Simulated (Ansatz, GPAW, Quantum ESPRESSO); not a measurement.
# The valence band of LiPS3 as photoemission sees it, part 2 of 7

Wanted: projected DOS of LiPS3, weighted into photoemission and X-ray emission spectra, at several levels of theory.

Ansatz 0.2.0, Quantum ESPRESSO 7.5 and GPAW 26.7.0; DFT, PBEsol, plane-wave PAW, default files, scalar-relativistic (the session's first sound run).

So far. Step 2 (The base run): At this level the gap is 1.78 eV on the path.

## 3. With LDA

This step: DFT, LDA, plane-wave PAW, default files, scalar-relativistic (Ansatz 0.2.0).

The run is repeated with LDA on the same cell, to see how much the levels hang on the functional.

Contents of input.yaml:

```yaml
crystal:
  lattice:
    - [5.5578, -3.5035, 0.0]
    - [5.5578, 3.5035, 0.0]
    - [-3.7957895619, 0.0, 5.3074392707]
  atoms:
    - { symbol: S, position: [0.6808, 0.6808, 0.0615] }
    - { symbol: S, position: [0.3192, 0.3192, 0.9385] }
    - { symbol: S, position: [0.8022, 0.8022, 0.6739] }
    - { symbol: S, position: [0.1978, 0.1978, 0.3261] }
    - { symbol: S, position: [0.7788, 0.2212, 0.5] }
    - { symbol: S, position: [0.2212, 0.7788, 0.5] }
    - { symbol: P, position: [0.8461, 0.8461, 0.4194] }
    - { symbol: P, position: [0.1539, 0.1539, 0.5806] }
    - { symbol: Li, position: [0.2407, 0.7593, 0.0] }
    - { symbol: Li, position: [0.7593, 0.2407, 0.0] }
kpoints:
  mp_grid: { grid: [4, 4, 4] }
  band_path:
    path:
      - [[0.0, 0.0, 0.0], [-0.400156, 0.400156, 0.0]]
      - [[-0.599844, -0.400156, 0.0], [-0.5, -0.5, 0.0], [0.0, 0.0, 0.0], [-0.5, -0.5, 0.5], [-0.748644, -0.251356, 0.5]]
      - [[-0.251356, 0.251356, 0.5], [0.0, 0.0, 0.5], [0.0, 0.0, 0.0]]
      - [[-0.5, 0.0, 0.5], [0.0, 0.0, 0.0], [-0.5, 0.0, 0.0]]
    npoints: 10
scf:
  occupations: { method: fermi_dirac, width: 0.02 }
  n_extra_bands: 24
hamiltonian:
  xc: lda
  pseudopotentials: { kind: paw }
output:
  forces: true
  stress: true
  dos:
    projected: true
    de: 0.05
    e_range: [-36, 12]
    nscf_kmesh: { grid: [8, 8, 8] }
  fatbands: true
```

Launch:

```console
ansatz run input.yaml --threads 2 --pin off --max-ram 6144MiB --backend cpu --events-out ev --progress --plain --runs-dir out
```

Numbers of over 12 decimals in the logs are rounded to 6 here.

The log of the run:

```text
[...]
Crystal: 10 atoms, lattice volume = 206.690 Å³
Basis set: ecut = 420 eV, 3981 PW (Γ)
Bands: 50, of which v1, the nominal top of the filled ones, is band 26 counted from 1 (25 counted from 0)
Symmetry: 4 space group operations
[...]
k-points: 24 of 64
[...]
SCF iter   1: F=—  HF=-7078.189855 eV  |F-HF|=—  |Δ(HF+E_count)|=         —  Δρ=5.17e-3  dr2=3.67e-2  ethr=1.77e-3  ⟨swp⟩=7.9  Hψ=6734  notcnv=0  defer=136
[...]
SCF iter   7: F=-7078.171508 eV  HF=-7078.171508 eV  |F-HF|=5.65e-9  |Δ(HF+E_count)|=   5.38e-8  Δρ=1.98e-6  dr2=1.31e-8  ethr=1.92e-10  ⟨swp⟩=13.8  Hψ=7506  notcnv=0
SCF 1 converged in 7 iterations: F = -7078.171508 eV  dr2 = 1.31e-8
[...]
NSCF: frozen V_eff on 94 k-points
[...]
SCF converged after 7 iterations
Free energy (F): -7078.171508 eV
[...]
Internal energy: -7078.171508 eV  (E = F + TS)
E sigma→0 (E₀):  -7078.171508 eV
Fermi energy:    4.496509 eV
[...]
--- Forces (eV/Å), atoms counted from 1 ---
  atom   1  S     -0.18904165     0.00000000    -0.51708552
  atom   2  S      0.18904165    -0.00000000     0.51708552
  atom   3  S     -0.32667547     0.00000000     0.29086709
  atom   4  S      0.32667547    -0.00000000    -0.29086709
  atom   5  S      0.00000000     0.19999517     0.00000000
  atom   6  S      0.00000000    -0.19999517    -0.00000000
  atom   7  P      0.36879700     0.00000000     0.25601545
  atom   8  P     -0.36879700    -0.00000000    -0.25601545
  atom   9  Li     0.00000000    -0.01567137     0.00000000
  atom  10  Li    -0.00000000     0.01567137    -0.00000000
  max |Σ_I F_I| component: 1.11e-16 eV/Å
--- Stress (GPa, compression-positive) ---
       -1.147122       0.000000      -0.267607
        0.000000      -1.536075       0.000000
       -0.267607       0.000000       0.080277
  P = ⅓ Tr σ = -0.8676 GPa (-8.676 kbar)
--- Band table (eV; the first three rows and the last of 24) ---
  k-point 0: bands = [... 22 lower, 2.8054, 3.0802, 3.1655, 3.6366, 5.7583, 6.2595, 6.6408, 7.4190, ... 20 higher]
  k-point 1: bands = [... 22 lower, 2.8245, 3.0088, 3.2078, 3.2210, 5.4862, 6.3570, 6.3932, 7.3686, ... 20 higher]
  k-point 2: bands = [... 22 lower, 2.8369, 2.8971, 2.8972, 2.9740, 5.3565, 6.1886, 6.3333, 7.5869, ... 20 higher]
  k-point 23: bands = [... 22 lower, 2.8195, 2.9063, 2.9109, 3.1540, 6.1188, 6.4002, 7.1038, 7.3869, ... 20 higher]
```

Run time: 67 s. Hardware: 2 threads of Arm Neoverse V1, shared host; peak memory 0.89 GiB; 2.2 min of CPU time.

Numbers from this step:

```
free energy                                    : -7078.1715 eV
Fermi energy                                   : 4.497 eV
pressure                                       : -0.8676 GPa
gap on the k-mesh                              : 1.720 eV
share of occupied states in no projected shell : 0.0168 of the occupied states in the window
gap on the path                                : 1.720 eV
least direct gap on the path                   : 2.105 eV
```

Electronic bands along the path, in eV, zero at the valence-band maximum; v1 is the highest filled band, c1 the lowest empty one:

```tsv
point	v4	v3	v2	v1	c1	c2	c3	c4
Γ	-0.83	-0.56	-0.47	0.00	2.12	2.62	3.00	3.78
halfway	-1.13	-1.13	-0.33	-0.18	2.26	2.63	3.27	3.53
C	-1.12	-1.11	-0.78	-0.20	2.50	2.96	3.27	3.88
jump to C2	-1.12	-1.11	-0.78	-0.20	2.50	2.96	3.27	3.88
halfway	-1.24	-1.12	-0.63	-0.24	2.50	3.05	3.26	3.98
Y2	-1.29	-1.13	-0.55	-0.27	2.50	3.09	3.26	4.01
halfway	-0.80	-0.74	-0.53	-0.27	2.05	2.87	2.94	4.11
Γ	-0.83	-0.56	-0.47	0.00	2.12	2.62	3.00	3.78
halfway	-1.26	-0.59	-0.32	-0.15	2.21	2.76	3.07	4.03
M2	-0.82	-0.73	-0.73	-0.48	2.48	2.76	3.47	3.75
halfway	-0.94	-0.84	-0.69	-0.59	2.42	2.73	3.32	4.04
D	-1.19	-0.93	-0.76	-0.69	2.22	2.48	3.16	4.29
jump to D2	-1.19	-0.93	-0.76	-0.69	2.22	2.48	3.16	4.29
halfway	-0.89	-0.89	-0.80	-0.64	1.90	2.39	2.93	4.28
A	-0.80	-0.74	-0.74	-0.66	1.72	2.55	2.70	3.95
halfway	-0.81	-0.63	-0.43	-0.42	1.85	2.72	2.76	3.73
Γ	-0.83	-0.56	-0.47	0.00	2.12	2.62	3.00	3.78
jump to L2	-0.95	-0.75	-0.65	-0.35	2.10	3.05	3.07	4.23
halfway	-0.99	-0.74	-0.37	-0.23	2.08	2.81	3.07	3.81
Γ	-0.83	-0.56	-0.47	0.00	2.12	2.62	3.00	3.78
halfway	-1.14	-0.70	-0.40	-0.26	2.03	2.74	3.09	3.73
V2	-1.08	-0.72	-0.68	-0.49	1.92	2.87	3.15	3.70
```

Of the projections kept (S s, S p, P s, P p, Li s, not projected), the largest for each band there; the rest of the weight can lie on other orbitals:

```tsv
point	v4	v3	v2	v1	c1	c2	c3	c4
Γ	S p 0.94	S p 0.94	S p 0.94	S p 0.99	S p 0.56	P p 0.47	S p 0.41	S p 0.33
C	S p 0.96	S p 0.93	S p 0.96	S p 0.98	S p 0.58	P p 0.41	S p 0.44	P p 0.35
C2	S p 0.96	S p 0.93	S p 0.96	S p 0.98	S p 0.58	P p 0.41	S p 0.44	P p 0.35
Y2	S p 0.97	S p 0.95	S p 0.97	S p 0.98	S p 0.58	P p 0.40	S p 0.43	P p 0.34
Γ	S p 0.94	S p 0.94	S p 0.94	S p 0.99	S p 0.56	P p 0.47	S p 0.41	S p 0.33
M2	S p 0.94	S p 0.97	S p 0.95	S p 0.97	S p 0.54	S p 0.49	P p 0.45	P p 0.33
```

The DOS has structure finer than the step of the table below, so its rows give means over 1 eV, whole bins alone (the curve runs from -17.7 to 9.48 eV). Peaks (eV: height): total -14.5: 11.7, -12.9: 12.4, -12.7: 12.2, -12.2: 22.4; S 3p -2.4: 9.30, -1.3: 8.82, -0.9: 9.06, -0.4: 9.19; S 3s -14.5: 4.75, -12.9: 9.44, -12.7: 8.60, -12.2: 16.4; P 3p -12.2: 5.21, -6.0: 3.10, -4.3: 2.77, 4.3: 2.81; P 3s -16.1: 4.22, -14.5: 4.43, -8.7: 1.72, 3.1: 1.16.

* holds the states left over by the projection beside any projected weight of its own. Table of DOS by E, zero at the valence-band maximum; means over each step; values in states/eV/cell:

```tsv
E (eV)	total	S 3p	S 3s	P 3p	P 3s	Li 2p*	Li 2s
-17	0	0	0	0	0	0	0
-16	2.00	0.263	0.832	0.0764	0.751	0	0.0658
-15	1.06	0.150	0.431	0.0445	0.400	0	0.0289
-14	0.937	0.131	0.384	0.0376	0.360	0	0.0171
-13	4.03	0.0745	2.97	0.865	0.0507	0	0.0475
-12	3.97	0.0774	2.86	0.919	0.00301	0	0.0749
-11	0	0	0	0	0	0	0
-10	0	0	0	0	0	0	0
-9	1.91	0.503	0.779	0.132	0.451	0.0162	0.0346
-8	0.462	0.156	0.181	0.00909	0.0861	0.00367	0.0255
-7	1.62	0.540	0.746	0.0159	0.263	0.0174	0.0411
-6	2.81	1.51	0.147	1.09	0.0136	0.0445	0.00608
-5	4.34	2.54	0.601	1.06	0.0239	0.0659	0.0483
-4	3.43	2.06	0.349	0.890	0.00218	0.0570	0.0701
-3	3.75	2.94	0.206	0.397	0.00498	0.0804	0.130
-2	7.38	6.71	0.121	0.119	0.0183	0.268	0.134
-1	8.16	7.73	0.0580	0.0824	0.0168	0.222	0.0548
0	2.13	2.05	0.0153	0.0165	0.00679	0.0330	0.00586
1	0	0	0	0	0	0	0
2	2.04	1.04	0.0280	0.383	0.388	0.181	0.0142
3	3.97	1.58	0.190	0.884	0.554	0.678	0.0789
4	4.29	1.43	0.179	1.42	0.117	0.988	0.159
5	5.43	1.41	0.306	1.36	0.151	1.89	0.309
6	5.71	0.746	0.150	0.554	0.0645	3.55	0.645
7	7.16	0.574	0.108	0.265	0.0727	5.37	0.765
8	6.25	0.354	0.0558	0.146	0.0256	5.13	0.545
```

Side by side:

```tsv
quantity	this run	base run	difference
gap on the path (eV)	1.7199	1.7839	-0.0640
least direct gap on the path (eV)	2.1048	2.1676	-0.0628
gap on the k-mesh (eV)	1.7199	1.7839	-0.0640
```

The two runs differ clearly in the gap on the path: 1.72 eV against 1.78 eV.

At this level the gap is 1.72 eV on the path.

(Continued in part 3 of 7.)

[Logs are printed without paths, hosts, clocks, repeated set-up lines and the standing remarks that a program may print on its own settings, such as how far it seeks lower states.]

[Hosts, paths, dates, database ids (printed as entryN), source tags and the programs' standing remarks are cut or masked in the printed files.]

[Maps of the electrostatic potential energy from Ansatz leave out the sawtooth potential of an applied field or a dipole correction, so their vacuum need not be flat; work functions include it.]

[Peak lists hold at most the 14 tallest peaks of each spectrum; further lines can be left out.]
